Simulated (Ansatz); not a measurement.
## La on Ni(111): change of the work function

Wanted: Δφ(θ) for La/Ni(111), starting from the fcc site.

Program: Ansatz 0.2.0. Level of theory: plane-wave DFT, PBE, Ansatz PAW. Values are calculated unless marked as measured.

## (1) Starting point

The cell holds 4 atoms: 4 Ni. Cell: a = 2.489 Å, b = 2.489 Å, c = 24.097 Å, α = 90.0°, β = 90.0°, γ = 60.0°. Vacuum lies along c.

## (2) The clean slab

The bare slab comes first, as the zero from which every change is counted. The two lowest layers are held at bulk places and the upper ones relax. The dipole correction removes the false field that a one-sided slab makes across the periodic vacuum, so each face gets a flat vacuum level of its own.

The input, input.yaml:

```yaml
crystal:
  lattice:
    - [2.4890158698, 0.0, 0.0]
    - [1.2445079349, 2.1555509736, 0.0]
    - [0.0, 0.0, 24.0968188426]
  atoms:
    - { symbol: Ni, position: [0.0, 0.0, 0.3734932839], spin: 0.7 }
    - { symbol: Ni, position: [0.3333333333, 0.3333333333, 0.4578310946], spin: 0.7 }
    - { symbol: Ni, position: [0.6666666667, 0.6666666667, 0.5421689054], spin: 0.7 }
    - { symbol: Ni, position: [0.0, 0.0, 0.6265067161], spin: 0.7 }
magnetization:
  spin_polarized: true
kpoints:
  mp_grid: { grid: [12, 12, 1] }
hamiltonian:
  xc: pbe
scf:
  occupations: { method: fermi_dirac, width: 0.1 }
  convergence: { dr2_threshold: 1.0e-08 }
efield:
  axis: 3
  dipole_correction: true
  ramp_position: 0.97
  ramp_width: 0.06
relax:
  f_tol: 0.02
  max_steps: 60
  constraints: [{ sites: [0, 1] }]
output:
  write_potential: true
  write_density: true
  volumetric_format: npy
```

Started as:

```
$ ansatz run input.yaml --threads 4 --pin off --max-ram 16384MiB --backend cpu --events-out ev --progress --plain --runs-dir out
```

Output:

```text
Engine: ansatz 0.2.0, aarch64-unknown-linux-gnu
Pseudopotentials: kind: paw
Pseudopotential: Ni, paw, valence charge 18, recommended cutoff 420 eV (normal), Ni.paw.azcp
Functional definition: PBE
  parameter kappa = 0.804
  parameter beta = 0.066725
  exchange = pbe_x(kappa = kappa, mu = beta*pi^2/3)
  correlation = pbe_c(beta = beta)
Crystal: 4 atoms, lattice volume = 129.284 Å³
Basis set: ecut = 420 eV, 2439 PW (Γ), exchange–correlation on 36×36×324 points (8 copies of the dense FFT grid, shifted against one another)
Bands: 45, of which v1, the nominal top of the filled ones, is band 36 counted from 1 (35 counted from 0)
Symmetry: 6 space group operations
k-points: 19 of 144 (time reversal used)
Non-local potential: Ni, projectors of the file, l = 0: 3, l = 1: 2, l = 2: 3, l = 3: 1
PAW form: soft (Blöchl's): semilocal exchange-correlation on the pseudo side does not see the compensation charge
PAW one-centre angular grid: Ni, 590 points (default); XC on 64 Gauss nodes
Initial density: superposition of atomic densities (neutral atoms: chi_scale 0, normalization atom)
Starting moments: Σ|m| = 2.8 μB on 4 of 4 sites
Initial wavefunctions: pseudopotential atomic-orbital guess
Functional: x = pbe(κ = 0.804, μ = 0.219515), c = pbe(β = 0.066725)
SCF iter   1: F=—  HF=-23353.905145 eV  |F-HF|=—  |Δ(HF+E_count)|=         —  Δρ=2.86e-2 (↑1.12e-2 ↓2.86e-2)  dr2=2.62e0  dr2_m=2.76e-1  M=2.997 μB ∫|m|=3.146 μB  β_m=1.00  ethr=3.10e-3  p=0.000 e·Å  D=3.58e-13 V/Å  ΔV_dip=-0.00 eV  dr2_dipole=4.80e-7  V_vac-E_F(+/−)=7.25/7.25 eV  ⟨swp⟩=10.9  Hψ=8806  notcnv=0  defer=16
Mixer restart at iter 1: flushing history
efield: sawtooth ramp at fractional position 0.9700 (set: `efield.ramp_position`, or a place that a band, a saddle search or an elastic batch's reference lends), width 0.0600; the density the first Hamiltonian is built on has a dipole p = 0.000 e·Å; the dipole correction subtracts the counter field D = 3.58e-13 V/Å, which shifts the + side's vacuum level by -0.00 eV against the − side's; the planar-averaged density in the ramp window peaks in size at 7.6e-6 e/Å³
preconditioner: auto → LDOS  [metal: Δε(μ)=0.005 eV  Ē_g=7.174 eV  σ=0.100 eV  W_gap=0.01  n_scr=18 (ndim 8)  ℏωp=20.7 eV  f_vac=0.604  D(μ)=7.90/eV (n_scr^D=102)]
spin=Collinear: LDOS preconditioning applied to the charge; magnetization (m = ρ↑ − ρ↓) channel mixes plain (no charge-response kernel on spin).
SCF iter   2: F=—  HF=-23354.537091 eV  |F-HF|=—  |Δ(HF+E_count)|=   6.32e-1  Δρ=1.21e-2 (↑1.21e-2 ↓9.37e-3)  dr2=4.70e-1  dr2_m=6.08e-3  M=2.950 μB ∫|m|=3.239 μB  β_m=0.32  ethr=3.10e-3  p=-0.000 e·Å  D=-1.18e-5 V/Å  ΔV_dip=0.00 eV  dr2_dipole=1.68e-7  V_vac-E_F(+/−)=6.45/6.45 eV  ⟨swp⟩=2.3  Hψ=2954  notcnv=0  defer=39
density mixer auto → msr1: a metal under ldos (density of states about μ 3.85 of a free-electron gas's, 18 screened modes)
SCF iter   3: F=—  HF=-23355.900691 eV  |F-HF|=—  |Δ(HF+E_count)|=    1.36e0  Δρ=6.31e-3 (↑6.31e-3 ↓4.98e-3)  dr2=1.22e-1  dr2_m=5.55e-3  M=2.942 μB ∫|m|=3.263 μB  β_m=0.52  ethr=6.53e-4  p=-0.000 e·Å  D=-2.13e-7 V/Å  ΔV_dip=0.00 eV  dr2_dipole=6.03e-9  V_vac-E_F(+/−)=6.01/6.01 eV  ⟨swp⟩=3.0  Hψ=2841  notcnv=0  defer=40
SCF iter   4: F=—  HF=-23357.393574 eV  |F-HF|=—  |Δ(HF+E_count)|=         —  Δρ=6.98e-3 (↑4.12e-3 ↓6.98e-3)  dr2=1.03e-1  dr2_m=3.75e-3  M=2.826 μB ∫|m|=3.215 μB  β_m=0.52  ethr=1.70e-4  p=-0.000 e·Å  D=-2.46e-6 V/Å  ΔV_dip=0.00 eV  dr2_dipole=3.15e-9  V_vac-E_F(+/−)=5.44/5.44 eV  ⟨swp⟩=3.7  Hψ=3872  notcnv=0  defer=38
SCF iter   5: F=—  HF=-23357.642354 eV  |F-HF|=—  |Δ(HF+E_count)|=   2.49e-1  Δρ=4.88e-3 (↑1.50e-3 ↓4.88e-3)  dr2=3.19e-2  dr2_m=5.57e-3  M=2.736 μB ∫|m|=3.135 μB  β_m=0.76  ethr=1.43e-4  p=0.000 e·Å  D=1.02e-6 V/Å  ΔV_dip=-0.00 eV  dr2_dipole=4.32e-9  V_vac-E_F(+/−)=5.26/5.26 eV  ⟨swp⟩=2.4  Hψ=2763  notcnv=0  defer=40
SCF iter   6: F=—  HF=-23357.693928 eV  |F-HF|=—  |Δ(HF+E_count)|=   5.16e-2  Δρ=2.88e-3 (↑1.47e-3 ↓2.88e-3)  dr2=1.26e-2  dr2_m=1.52e-3  M=2.669 μB ∫|m|=3.070 μB  β_m=0.86  ethr=4.44e-5  p=-0.000 e·Å  D=-5.89e-6 V/Å  ΔV_dip=0.00 eV  dr2_dipole=2.14e-8  V_vac-E_F(+/−)=5.15/5.15 eV  ⟨swp⟩=2.2  Hψ=2708  notcnv=0  defer=40
SCF iter   7: F=—  HF=-23357.694448 eV  |F-HF|=—  |Δ(HF+E_count)|=   5.20e-4  Δρ=2.31e-3 (↑1.35e-3 ↓2.31e-3)  dr2=9.68e-3  dr2_m=5.46e-4  M=2.662 μB ∫|m|=3.065 μB  β_m=0.72  ethr=1.75e-5  p=0.000 e·Å  D=1.37e-5 V/Å  ΔV_dip=-0.00 eV  dr2_dipole=5.06e-8  V_vac-E_F(+/−)=5.06/5.06 eV  ⟨swp⟩=2.7  Hψ=3609  notcnv=0  defer=46
SCF iter   8: F=—  HF=-23357.693229 eV  |F-HF|=—  |Δ(HF+E_count)|=   1.22e-3  Δρ=4.06e-4 (↑1.85e-4 ↓4.06e-4)  dr2=3.64e-4  dr2_m=1.71e-5  M=2.660 μB ∫|m|=3.064 μB  β_m=0.68  ethr=1.34e-5  p=-0.000 e·Å  D=-3.62e-6 V/Å  ΔV_dip=0.00 eV  dr2_dipole=1.02e-8  V_vac-E_F(+/−)=5.09/5.09 eV  ⟨swp⟩=2.0  Hψ=2577  notcnv=0  defer=48
SCF iter   9: F=—  HF=-23357.693190 eV  |F-HF|=—  |Δ(HF+E_count)|=   3.90e-5  Δρ=1.79e-4 (↑7.00e-5 ↓1.79e-4)  dr2=3.02e-5  dr2_m=1.70e-5  M=2.661 μB ∫|m|=3.067 μB  β_m=0.69  ethr=5.05e-7  p=0.000 e·Å  D=3.89e-6 V/Å  ΔV_dip=-0.00 eV  dr2_dipole=1.53e-8  V_vac-E_F(+/−)=5.09/5.09 eV  ⟨swp⟩=3.2  Hψ=3585  notcnv=0  defer=48
SCF iter  10: F=—  HF=-23357.693186 eV  |F-HF|=—  |Δ(HF+E_count)|=   3.73e-6  Δρ=5.06e-5 (↑4.29e-5 ↓5.06e-5)  dr2=1.84e-6  dr2_m=2.32e-6  M=2.661 μB ∫|m|=3.067 μB  β_m=0.80  ethr=4.19e-8  p=-0.000 e·Å  D=-3.67e-6 V/Å  ΔV_dip=0.00 eV  dr2_dipole=5.53e-9  V_vac-E_F(+/−)=5.08/5.08 eV  ⟨swp⟩=2.1  Hψ=2621  notcnv=0  defer=48
SCF iter  11: F=—  HF=-23357.693187 eV  |F-HF|=—  |Δ(HF+E_count)|=   9.70e-7  Δρ=2.05e-5 (↑1.28e-5 ↓2.05e-5)  dr2=6.07e-7  dr2_m=1.91e-7  M=2.661 μB ∫|m|=3.067 μB  β_m=0.87  ethr=2.55e-9  p=0.000 e·Å  D=7.88e-6 V/Å  ΔV_dip=-0.00 eV  dr2_dipole=2.87e-8  V_vac-E_F(+/−)=5.08/5.08 eV  ⟨swp⟩=2.1  Hψ=2535  notcnv=0  defer=48
SCF iter  12: F=—  HF=-23357.693187 eV  |F-HF|=—  |Δ(HF+E_count)|=   2.51e-7  Δρ=1.80e-5 (↑1.51e-5 ↓1.80e-5)  dr2=9.33e-7  dr2_m=1.72e-8  M=2.661 μB ∫|m|=3.067 μB  β_m=0.65  ethr=8.43e-10  p=-0.000 e·Å  D=-1.24e-5 V/Å  ΔV_dip=0.00 eV  dr2_dipole=7.47e-8  V_vac-E_F(+/−)=5.08/5.08 eV  ⟨swp⟩=2.5  Hψ=3401  notcnv=0  defer=48
SCF iter  13: F=—  HF=-23357.693187 eV  |F-HF|=—  |Δ(HF+E_count)|=   2.13e-7  Δρ=3.08e-6 (↑2.15e-6 ↓3.08e-6)  dr2=3.91e-8  dr2_m=2.54e-9  M=2.661 μB ∫|m|=3.067 μB  β_m=0.82  ethr=8.43e-10  p=-0.000 e·Å  D=-2.09e-6 V/Å  ΔV_dip=0.00 eV  dr2_dipole=9.96e-9  V_vac-E_F(+/−)=5.08/5.08 eV  ⟨swp⟩=2.1  Hψ=2507  notcnv=0  defer=48
[...]
density mixer auto → msr1: a metal under ldos (density of states about μ 3.54 of a free-electron gas's, 18 screened modes)
SCF iter   3: F=—  HF=-23357.695252 eV  |F-HF|=—  |Δ(HF+E_count)|=   3.47e-6  Δρ=3.61e-4 (↑3.61e-4 ↓2.26e-4)  dr2=1.98e-4  dr2_m=3.76e-5  M=2.664 μB ∫|m|=3.069 μB  β_m=0.44  ethr=1.15e-6  p=0.001 e·Å  D=1.05e-3 V/Å  ΔV_dip=-0.03 eV  dr2_dipole=3.96e-5  V_vac-E_F(+/−)=5.05/5.08 eV  ⟨swp⟩=1.8  Hψ=2163  notcnv=0  defer=48
SCF iter   4: F=—  HF=-23357.695307 eV  |F-HF|=—  |Δ(HF+E_count)|=   5.46e-5  Δρ=1.71e-4 (↑1.71e-4 ↓1.57e-4)  dr2=3.30e-5  dr2_m=2.06e-5  M=2.663 μB ∫|m|=3.067 μB  β_m=0.46  ethr=2.74e-7  p=0.001 e·Å  D=8.26e-4 V/Å  ΔV_dip=-0.02 eV  dr2_dipole=2.43e-8  V_vac-E_F(+/−)=5.06/5.08 eV  ⟨swp⟩=1.5  Hψ=1921  notcnv=0  defer=48
SCF iter   5: F=—  HF=-23357.695322 eV  |F-HF|=—  |Δ(HF+E_count)|=   1.50e-5  Δρ=7.39e-5 (↑5.22e-5 ↓7.39e-5)  dr2=5.11e-6  dr2_m=4.02e-6  M=2.662 μB ∫|m|=3.067 μB  β_m=0.61  ethr=4.58e-8  p=0.000 e·Å  D=6.00e-4 V/Å  ΔV_dip=-0.01 eV  dr2_dipole=8.35e-7  V_vac-E_F(+/−)=5.07/5.08 eV  ⟨swp⟩=2.1  Hψ=2952  notcnv=0  defer=48
SCF iter   6: F=—  HF=-23357.695328 eV  |F-HF|=—  |Δ(HF+E_count)|=   6.07e-6  Δρ=4.54e-5 (↑4.33e-5 ↓4.54e-5)  dr2=5.56e-6  dr2_m=7.72e-7  M=2.661 μB ∫|m|=3.066 μB  β_m=0.57  ethr=7.10e-9  p=0.000 e·Å  D=4.49e-4 V/Å  ΔV_dip=-0.01 eV  dr2_dipole=1.56e-7  V_vac-E_F(+/−)=5.07/5.08 eV  ⟨swp⟩=3.1  Hψ=3518  notcnv=0  defer=48
SCF iter   7: F=—  HF=-23357.695328 eV  |F-HF|=—  |Δ(HF+E_count)|=   4.70e-7  Δρ=2.52e-5 (↑2.52e-5 ↓1.49e-5)  dr2=2.59e-6  dr2_m=2.45e-7  M=2.661 μB ∫|m|=3.065 μB  β_m=0.52  ethr=7.10e-9  p=0.000 e·Å  D=3.65e-4 V/Å  ΔV_dip=-0.01 eV  dr2_dipole=9.20e-7  V_vac-E_F(+/−)=5.07/5.08 eV  ⟨swp⟩=2.1  Hψ=2796  notcnv=0  defer=48
SCF iter   8: F=—  HF=-23357.695328 eV  |F-HF|=—  |Δ(HF+E_count)|=   1.08e-7  Δρ=1.02e-5 (↑9.82e-6 ↓1.02e-5)  dr2=4.18e-8  dr2_m=1.01e-7  M=2.661 μB ∫|m|=3.065 μB  β_m=0.69  ethr=3.59e-9  p=0.000 e·Å  D=3.80e-4 V/Å  ΔV_dip=-0.01 eV  dr2_dipole=2.27e-9  V_vac-E_F(+/−)=5.07/5.08 eV  ⟨swp⟩=2.4  Hψ=2355  notcnv=0  defer=48
SCF iter   9: F=—  HF=-23357.695329 eV  |F-HF|=—  |Δ(HF+E_count)|=   1.88e-7  Δρ=4.90e-6 (↑4.07e-6 ↓4.90e-6)  dr2=1.37e-7  dr2_m=1.16e-8  M=2.660 μB ∫|m|=3.065 μB  β_m=0.62  ethr=5.81e-11  p=0.000 e·Å  D=3.76e-4 V/Å  ΔV_dip=-0.01 eV  dr2_dipole=2.33e-9  V_vac-E_F(+/−)=5.07/5.08 eV  ⟨swp⟩=3.1  Hψ=3695  notcnv=0  defer=48
SCF iter  10: F=—  HF=-23357.695329 eV  |F-HF|=—  |Δ(HF+E_count)|=   1.76e-9  Δρ=2.50e-6 (↑2.50e-6 ↓2.27e-6)  dr2=2.53e-8  dr2_m=3.14e-9  M=2.660 μB ∫|m|=3.065 μB  β_m=0.56  ethr=5.81e-11  p=0.000 e·Å  D=3.70e-4 V/Å  ΔV_dip=-0.01 eV  dr2_dipole=7.75e-9  V_vac-E_F(+/−)=5.07/5.08 eV  ⟨swp⟩=2.3  Hψ=3262  notcnv=0  defer=48
SCF iter  11: F=—  HF=-23357.695329 eV  |F-HF|=—  |Δ(HF+E_count)|=   3.96e-9  Δρ=1.37e-6 (↑1.37e-6 ↓1.25e-6)  dr2=3.07e-9  dr2_m=1.07e-9  M=2.660 μB ∫|m|=3.065 μB  β_m=0.56  ethr=3.52e-11  p=0.000 e·Å  D=3.74e-4 V/Å  ΔV_dip=-0.01 eV  dr2_dipole=4.12e-10  V_vac-E_F(+/−)=5.07/5.08 eV  ⟨swp⟩=2.0  Hψ=2494  notcnv=0  defer=48
SCF iter  12: F=—  HF=-23357.695329 eV  |F-HF|=—  |Δ(HF+E_count)|=  3.27e-11  Δρ=9.58e-7 (↑9.58e-7 ↓4.74e-7)  dr2=1.33e-9  dr2_m=5.63e-10  M=2.660 μB ∫|m|=3.065 μB  β_m=0.78  ethr=4.27e-12  p=0.000 e·Å  D=3.75e-4 V/Å  ΔV_dip=-0.01 eV  dr2_dipole=6.93e-11  V_vac-E_F(+/−)=5.07/5.08 eV  ⟨swp⟩=2.1  Hψ=2475  notcnv=0  defer=48
SCF iter  13: F=—  HF=-23357.695329 eV  |F-HF|=—  |Δ(HF+E_count)|=   1.54e-9  Δρ=2.68e-6 (↑4.01e-7 ↓2.68e-6)  dr2=1.69e-8  dr2_m=1.71e-9  M=2.660 μB ∫|m|=3.065 μB  β_m=0.89  ethr=1.84e-12  p=0.000 e·Å  D=3.77e-4 V/Å  ΔV_dip=-0.01 eV  dr2_dipole=1.12e-11  V_vac-E_F(+/−)=5.07/5.08 eV  ⟨swp⟩=2.0  Hψ=2430  notcnv=0  defer=48
SCF iter  14: F=-23357.695329 eV  HF=-23357.695329 eV  |F-HF|=3.15e-9  |Δ(HF+E_count)|=  7.89e-10  Δρ=9.53e-7 (↑4.16e-7 ↓9.53e-7)  dr2=3.21e-9  dr2_m=1.09e-10  M=2.660 μB ∫|m|=3.065 μB  ethr=1.84e-12  p=0.000 e·Å  D=3.78e-4 V/Å  ΔV_dip=-0.01 eV  dr2_dipole=6.19e-10  V_vac-E_F(+/−)=5.07/5.08 eV  ⟨swp⟩=6.3  Hψ=10600  notcnv=0
SCF 3 converged in 14 iterations: F = -23357.695329 eV  dr2 = 3.21e-9
relax step   3: F+E_penalty+E_count = -23357.69532856 eV  Δ(F+E_penalty+E_count) = -7.170e-4 eV  max|allowed force component| = 2.492e-3 eV/Å  Δτ_max = 0.0193 Å  (14 SCF iters, accepted)
NSCF: frozen V_eff on 19 k-points
the band table was solved once a step of the walk had ended and its energy, with any forces and stress, was formed, with the checks that follow a solve (9208 applications of the Hamiltonian). They found nothing against the state; the energy, forces and stress were not computed again (output.eigenvalues in the input reference)
WARN: The output density's exchange-correlation potential varies sharply where the density is thin. Do not read a vacuum level from v_tot or v_xc, or from such a field of the output density. On a cell that repeats whose density bears no net charge and no dipole along the vacuum's axis use v_es (v_loc + v_h of the components); under efield.dipole_correction with no amplitude use v_es + v_field, which holds any externa [...]
SCF converged after 14 iterations
Magnetization: 2.6604 μB (37.3302 up, 34.6698 down)
Absolute magnetization: 3.0681 μB (∫|ρ↑−ρ↓|, with the PAW one-centre terms)
Spin contamination: 0.0397 ħ² per cell (⟨S²⟩ above its minimum at these occupations)
Per-site moments (μB) at R_I (Å): [(0.697093, 1.026719), (0.715500, 1.024444), (0.716982, 1.017614), (0.700574, 1.017614)]
Free energy (F): -23357.695329 eV
Harris-Foulkes:  -23357.695329 eV  (|F-HF|=3.15e-9)
Internal energy: -23357.459514 eV  (E = F + TS)
E sigma→0 (E₀):  -23357.577421 eV
Entropy (-TS):   -0.235815 eV (-58.954 meV/atom)
Fermi energy:    2.806611 eV
Dipole field:    D = 0.000420 V/Å  (p = 0.000300 e·Å, saw-weighted, corrected)
Work function:   Φ+ = 5.0720 eV   Φ− = 5.0821 eV
Levels:          The Fermi level and band energies are counted from a zero that moves with the ramp; work functions are not
--- Per-component energies (eV) ---
  E_band       = -2233.047890
  E_kinetic    = 1126.070206
  E_local      = -172553.846970  (includes V_loc(G=0)·N_el)
  E_nonlocal   = 2547.333296
  E_hartree    = 84594.354199
  E_xc         = -336.334423
  E_vxc        = -433.429848  (∫ρ·V_xc dr)
  E_paw        = -6522.740071  (= ΣΔE_a)
  E_vpaw       = -2107.890488  (= ΣTr[D̂ρ^β])
  E_aug_tail   = 0.002094  (compensation charges beyond the density's cutoff)
  E_efield     = 0.000000  (sawtooth field / dipole correction)
  E_vefield    = 0.000307  (∫n·V_field dr)
  E_ewald      = 67787.702154
  E_smearing   = -0.235815  (= −TS)
  E_closure    = -0.000000  (closes the sum)
  Σ components = -23357.695329   (vs F -23357.695329, Δ=0.00e0)
--- Forces (eV/Å), atoms counted from 1 ---
  atom   1  Ni    -0.00000000    -0.00000000     0.14360102
  atom   2  Ni    -0.00000000     0.00000000    -0.14452175
  atom   3  Ni     0.00000000    -0.00000000    -0.00158484
  atom   4  Ni     0.00000000     0.00000000     0.00249224
  max |Σ_I F_I| component: 1.33e-5 eV/Å
--- Band table (eV; the first three rows and the last of 38) ---
  k-point 0 ↑: bands = [... 32 lower, 1.4980, 1.6464, 1.6464, 2.0208, 2.0208, 2.1301, 2.1788, 2.1788, ... 5 higher]
  k-point 1 ↑: bands = [... 32 lower, 1.4402, 1.5080, 1.6627, 1.6938, 1.8504, 2.0182, 2.1827, 2.7997, ... 5 higher]
  k-point 2 ↑: bands = [... 32 lower, 1.2167, 1.3936, 1.5035, 1.6730, 2.0108, 2.1822, 2.1914, 3.6577, ... 5 higher]
  k-point 18 ↓: bands = [... 32 lower, 2.7441, 2.8850, 2.8850, 2.8927, 7.8453, 8.0826, 8.0958, 8.8517, ... 5 higher]
--- Relaxed structure (3 steps of the walk, 3 accepted, 0 SCFs on fresh bases) ---
  F+E_penalty+E_count = -23357.69532856 eV   max|allowed force component| = 2.492e-3 eV/Å
  atoms:
    - { symbol: Ni, position: [0.0, 0.0, 0.373493] }
    - { symbol: Ni, position: [0.333333, 0.333333, 0.4578310946] }
    - { symbol: Ni, position: [0.666667, 0.666667, 0.541888] }
    - { symbol: Ni, position: [0, 0.0, 0.625102] }
```

Wall time 30 s (4 threads of Arm Neoverse V1, shared host); peak memory 0.53 GiB.

Reading the cycles: dr2 is the Hartree energy of the density residual (eV), the measure of convergence; HF is the Harris–Foulkes estimate of the energy, which meets the free energy F at convergence.

Relaxation path:

```
step  energy less that of the first step (eV)  largest force component (eV/Å)
   1                                   0.0000                          0.1468
   2                                  -0.0014                          0.0868
   3                                  -0.0021                          0.0025
```

The run keeps the 6 symmetry operations that the program found, so distortions that break them were not tested.

The atoms that moved most (Å):

```
atom     dx     dy      dz  length
 Ni4  0.000  0.000  -0.034   0.034
 Ni3  0.000  0.000  -0.007   0.007
```

Final coordinates:

```cif
data_structure
_symmetry_space_group_name_H-M 'P 1'
_symmetry_Int_Tables_number 1
_cell_length_a 2.4890
_cell_length_b 2.4890
_cell_length_c 24.0968
_cell_angle_alpha 90.000
_cell_angle_beta 90.000
_cell_angle_gamma 60.000
_cell_volume 129.28
loop_
_atom_site_label
_atom_site_type_symbol
_atom_site_fract_x
_atom_site_fract_y
_atom_site_fract_z
_atom_site_occupancy
Ni1 Ni 0.00000 0.00000 0.37349 1
Ni2 Ni 0.33333 0.33333 0.45783 1
Ni3 Ni 0.66667 0.66667 0.54189 1
Ni4 Ni 0.00000 0.00000 0.62510 1
```

Numbers from this step:

- energy at zero smearing: -23357.5774 eV
- total moment: 2.660 μB
- site moments: 0.6971, 0.7155, 0.7170, 0.7006 μB
- work function, upper face: 5.072 eV
- dipole along the normal: 3.00e-4 e·Å

Running mean over 2.032 Å of the planar mean; the ramp of the sawtooth is left out. The electron's electrostatic potential energy less the Fermi level by z:

```
z (Å)  electron's electrostatic potential energy less the Fermi level (eV)
    3                                                                 5.08
    4                                                                 5.08
    5                                                                 5.08
    6                                                                 5.03
    7                                                                 4.40
    8                                                                -3.19
    9                                                                -10.0
   10                                                                -10.3
   11                                                                -10.4
   12                                                                -10.5
   13                                                                -10.4
   14                                                                -10.6
   15                                                                -10.2
   16                                                                -3.97
   17                                                                 4.26
   18                                                                 5.01
   19                                                                 5.07
   20                                                                 5.07
   21                                                                 5.07
```

Site moment by atom:

```
atom  site moment (μB)
 Ni1             0.697
 Ni2             0.716
 Ni3             0.717
 Ni4             0.701
```

The relaxation took 3 steps and lowered the energy by 0.0021 eV; the largest force on the free atoms ends at 0.0025 eV/Å.

The work function of the upper face is 5.07 eV.

(Part 1 of 4 ends here.)

[Long decimals in the printed logs are rounded to 6 places.]

[Logs are printed without paths, hosts, clocks, repeated set-up lines and the standing remarks that a program may print on its own settings, such as how far it seeks lower states.]

[Hosts, paths, dates, database ids (printed as entryN), source tags and the programs' standing remarks are cut or masked in the printed files.]

[Maps of the electrostatic potential energy from Ansatz leave out the sawtooth potential of an applied field or a dipole correction, so their vacuum need not be flat; planar profiles and work functions include it.]
